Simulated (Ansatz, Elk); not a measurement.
## How far do independent atoms describe Mg4SeS3?

The structure of Mg4SeS3 used here is made up (a known structure type with other elements) and was relaxed beforehand with PBE. The aim is the Fourier transform of its all-electron density, F(hkl), set beside the sum over free spherical atoms that refinements use.

Calculated with Elk 11.2.3 (patched build); DFT, PBE, all-electron APW+lo, Dirac cores, scalar-relativistic bands, static density, no spin.

This account leaves out most program logs.

The structure was built from a prototype and need not be the compound's stable phase.

## 1. Set-up

Symmetry: P-4m2, No. 115, tetragonal system. The conventional cell has a = 4.084 Å, b = 4.084 Å, c = 11.521 Å, α = 90.00°, β = 90.00°, γ = 90.00°. Nearest to Se lie 4 Mg at 2.57 Å. Nearest to S lie 4 Mg at 2.48 Å. S has 4 Mg at 2.47 Å nearest. Nearest to Mg lie 4 S at 2.47 to 2.48 Å. Nearest to Mg lie 2 S at 2.48 Å and 2 Se at 2.57 Å. Farther neighbours and most contacts between anions are not listed.

As a file:

```cif
data_structure
_symmetry_space_group_name_H-M 'P 1'
_symmetry_Int_Tables_number 1
_cell_length_a 4.0840
_cell_length_b 4.0840
_cell_length_c 11.5209
_cell_angle_alpha 90.000
_cell_angle_beta 90.000
_cell_angle_gamma 90.000
_cell_volume 192.16
loop_
_atom_site_label
_atom_site_type_symbol
_atom_site_fract_x
_atom_site_fract_y
_atom_site_fract_z
_atom_site_occupancy
Se1 Se 0.00000 0.00000 0.50000 1
S2 S 0.50000 0.50000 0.75740 1
S3 S 0.00000 0.00000 0.00000 1
S4 S 0.50000 0.50000 0.24260 1
Mg5 Mg 0.00000 0.50000 0.87883 1
Mg6 Mg 0.50000 0.00000 0.12117 1
Mg7 Mg 0.00000 0.50000 0.36460 1
Mg8 Mg 0.50000 0.00000 0.63540 1
```

## 2. Ground state and structure factors

An all-electron density is needed, since X-rays see the cores too. Task 0 finds the density and task 195 Fourier-transforms it; tshift is off so that phases refer to the origin typed.

File elk.in:

```
tasks
  0
  195

xctype
  20

spinpol
  .false.

rgkmax
  7.0

gmaxvr
  14.0

lmaxo
  7

lmaxapw
  8

swidth
  0.002

tshift
  .false.

ramdisk
  .false.

hmaxvr
  5.5

maxscl
  120

epspot
  1e-06

sppath
  './'

avec
  7.71760413608 -0.00000000000 -0.00000000000
  -0.00000000000 7.71760413608 0.00000000000
  -0.00000000000 0.00000000000 21.77129133049

atoms
  3
  'Se.in'
  1
  -0.0000000000 0.0000000000 0.5000000000   0.000000 0.000000 0.000000
  'S.in'
  3
  0.5000000000 0.5000000000 0.7573975396   0.000000 0.000000 0.000000
  -0.0000000000 0.0000000000 0.0000000000   0.000000 0.000000 0.000000
  0.5000000000 0.5000000000 0.2426024604   0.000000 0.000000 0.000000
  'Mg.in'
  4
  0.0000000000 0.5000000000 0.8788266695   0.000000 0.000000 0.000000
  0.5000000000 0.0000000000 0.1211733305   0.000000 0.000000 0.000000
  0.0000000000 0.5000000000 0.3646025794   0.000000 0.000000 0.000000
  0.5000000000 0.0000000000 0.6353974206   0.000000 0.000000 0.000000

ngridk
  6 6 2
```

The run is started by

```sh
> OMP_NUM_THREADS=4 elk
```

Elapsed: 94 s, on 4 threads of Arm Neoverse V1, shared host; peak memory 0.27 GiB; 4.7 min of CPU time.

SFACRHO.OUT:

```text

h k l indices transformed by vhmat matrix:
   1.000000000       0.000000000       0.000000000    
   0.000000000       1.000000000       0.000000000    
   0.000000000       0.000000000       1.000000000    

      h      k      l  multipl.   |H|            Re(F)            Im(F)           |F|

      0      0      0      1   0.0000000       130.00000      0.19053430E-15   130.00000    
      0      0      1      2  0.28859957      -14.899308      0.22494660E-14   14.899308    
      0      0     -2      2  0.57719914       15.826058      0.78731312E-14   15.826058    
      1      0      0      4  0.81413677       16.929390     -0.13507562E-13   16.929390    
     -1      0      1      4  0.86377566      -18.087644       1.2168266       18.128529    
     -1      0     -1      4  0.86377566      -18.087644      -1.2168266       18.128529    
      0      0     -3      2  0.86579871      -17.164374     -0.28118326E-13   17.164374    
      0      1      2      4  0.99798674       67.997370       37.713922       77.755914    
      0      1     -2      4  0.99798674       67.997370      -37.713922       77.755914    
      1      1      0      4   1.1513633       28.001032      0.35744996E-14   28.001032    
      0      0     -4      2   1.1543983       28.233680      0.21369927E-13   28.233680    
     -1     -1     -1      8   1.1869823      -16.162667     -0.33741991E-14   16.162667    
      0      1      3      4   1.1884553      -12.787143       3.6052817       13.285672    
      1      0      3      4   1.1884553      -12.787143      -3.6052817       13.285672    
      1     -1     -2      8   1.2879426       17.430300      0.11247330E-14   17.430300    
      1      0      4      4   1.4126054       15.959794       2.7540845       16.195678    
      0     -1      4      4   1.4126054       15.959794      -2.7540845       16.195678    
     -1      1     -3      8   1.4405710      -21.523898     -0.11809697E-13   21.523898
```

Elk indexes on the primitive cell of elk.in and gives |H| = 4π sin θ/λ in inverse bohr. Below, one row stands for each form hkl of the conventional cell (m members, Friedel mates merged), F is for one primitive cell and the density is static (no thermal factor). Free-atom factors are Waasmaier and Kirfel's, and R is Σm||F|−|F'||/Σm|F|.

```tsv
hkl	m	sin θ/λ (Å⁻¹)	abs F, DFT	neutral atoms	diff.	abs of complex diff.
001	2	0.043	14.899	14.896	+0.004	0.004
002	2	0.087	15.826	15.798	+0.029	0.029
100	4	0.122	16.929	16.983	-0.054	0.054
101	8	0.130	18.128	18.149	-0.020	0.021
003	2	0.130	17.164	17.059	+0.105	0.105
102	8	0.150	77.756	76.760	+0.996	1.203
110	4	0.173	28.001	27.216	+0.785	0.785
004	2	0.174	28.234	27.478	+0.756	0.756
111	8	0.178	16.163	16.245	-0.082	0.082
103	8	0.179	13.286	13.409	-0.123	0.124
112	8	0.194	17.430	17.488	-0.058	0.058
104	8	0.212	16.196	16.268	-0.072	0.073
113	8	0.217	21.524	21.574	-0.050	0.050
005	2	0.217	16.460	16.522	-0.062	0.062
200	4	0.245	87.654	87.867	-0.213	0.213
114	8	0.245	86.636	86.844	-0.208	0.208
201	8	0.249	13.089	13.129	-0.039	0.040
105	8	0.249	20.079	20.183	-0.105	0.107
202	8	0.260	13.657	13.698	-0.041	0.044
006	2	0.260	19.382	19.448	-0.067	0.067
210	8	0.274	14.650	14.696	-0.046	0.046
211	16	0.277	15.492	15.544	-0.052	0.052
```

## 3. The highest occupied states alone

An energy window below the Fermi level keeps the highest occupied states, to see at which angles they scatter; shallow core shells can lie inside it and anion s states outside. No new self-consistency is needed.

Edit elk.in of step 2 so:

```diff
@@ -1,3 +1,2 @@
 tasks
-  0
   195
@@ -40,2 +39,5 @@
 
+wsfac
+  -0.449980 0.401260
+
 sppath
```

The run is started by

```sh
> OMP_NUM_THREADS=4 elk
```

It took 26 s on 4 threads; peak memory 0.19 GiB; 29 s of CPU time.

States within 15 eV below the Fermi level hold 32.00 electrons; any levels below the window count with the cores. Their amplitudes can exceed the total, where window and core parts have opposite phase:

```tsv
hkl	sin θ/λ (Å⁻¹)	abs F, window	abs F, all
001	0.043	0.804	14.899
002	0.087	0.305	15.826
100	0.122	0.380	16.929
101	0.130	0.068	18.128
003	0.130	0.566	17.164
102	0.150	12.456	77.756
110	0.173	9.118	28.001
004	0.174	8.982	28.234
111	0.178	0.691	16.163
103	0.179	1.144	13.286
```

## 4. Another functional

The difference from free atoms is small, so it is set against the change that LDA (Perdew-Wang) makes.

Edit elk.in of step 3 so:

```diff
@@ -1,2 +1,3 @@
 tasks
+  0
   195
@@ -4,3 +5,3 @@
 xctype
-  20
+  3
 
@@ -39,5 +40,2 @@
 
-wsfac
-  -0.449980 0.401260
-
 sppath
```

The run is started by

```sh
> OMP_NUM_THREADS=4 elk
```

Run time: 69 s. Hardware: 4 threads; peak memory 0.24 GiB; 3.7 min of CPU time.

Against the first run R = 0.09 %; the largest change is +0.098 at 204.

## 5. Basis size

The basis and the expansions that go with it are enlarged, to see whether the differences are converged.

Edit elk.in of step 4 so:

```diff
@@ -5,3 +5,3 @@
 xctype
-  3
+  20
 
@@ -11,12 +11,12 @@
 rgkmax
-  7.0
+  8.5
 
 gmaxvr
-  14.0
+  18.0
 
 lmaxo
-  7
+  9
 
 lmaxapw
-  8
+  10
```

The run is started by

```sh
> OMP_NUM_THREADS=4 elk
```

It took 6.1 min on 4 threads; peak memory 0.75 GiB; 20 min of CPU time.

Against the first run R = 0.01 %; the largest change is -0.007 at 330.

## 6. Settings against the effect

```tsv
run	R against the first run (%)	R against neutral atoms, low angle (%)	wall time
PBE, rgkmax 7	0.00	0.65	94 s
LDA (Perdew-Wang)	0.09	0.61	69 s
rgkmax 8.5 with larger expansions	0.01	0.65	6.1 min
```

## 7. Results

| Property | Result |
| --- | --- |
| R against neutral atoms, sin θ/λ < 0.3 Å⁻¹ | 0.65 % |
| R against neutral atoms, 0.3 to 0.61 Å⁻¹ | 0.23 % |

In words: Independent neutral atoms miss the calculated amplitudes by R = 0.65 % below 0.3 Å⁻¹ and 0.23 % from there to 0.61 Å⁻¹; by shells, 0.21 % below 0.15 Å⁻¹ (5 forms), 0.68 % 0.15 to 0.3 (21 forms), 0.26 % 0.3 to 0.45 (44 forms), 0.20 % above 0.45 (79 forms). Bonding, aspherical density and the tables' own atoms all enter these figures, and the runs don't part them. The largest change of an amplitude is +1.00 electrons, at 102. R counts amplitudes alone; phases shift too. The window's part falls from 32.0 electrons at the origin to at most 0.54 between 0.45 and 0.61 Å⁻¹. Below 0.3 Å⁻¹ the changes that finished (LDA (Perdew-Wang) and rgkmax 8.5 with larger expansions) move F by R = 0.04 % at most, against the 0.65 % that separates it from free atoms. The k-mesh has no finished test. Part of the difference isn't bonding: the tables are fits to free atoms and ions calculated by other methods than this functional. Thermal motion, anomalous dispersion and extinction are left out.

[Logs are printed without paths, hosts, clocks, repeated set-up lines and the standing remarks that a program may print on its own settings, such as how far it seeks lower states.]

[Hosts, paths, dates, database ids (printed as entryN), source tags and the programs' standing remarks are cut or masked in the printed files.]
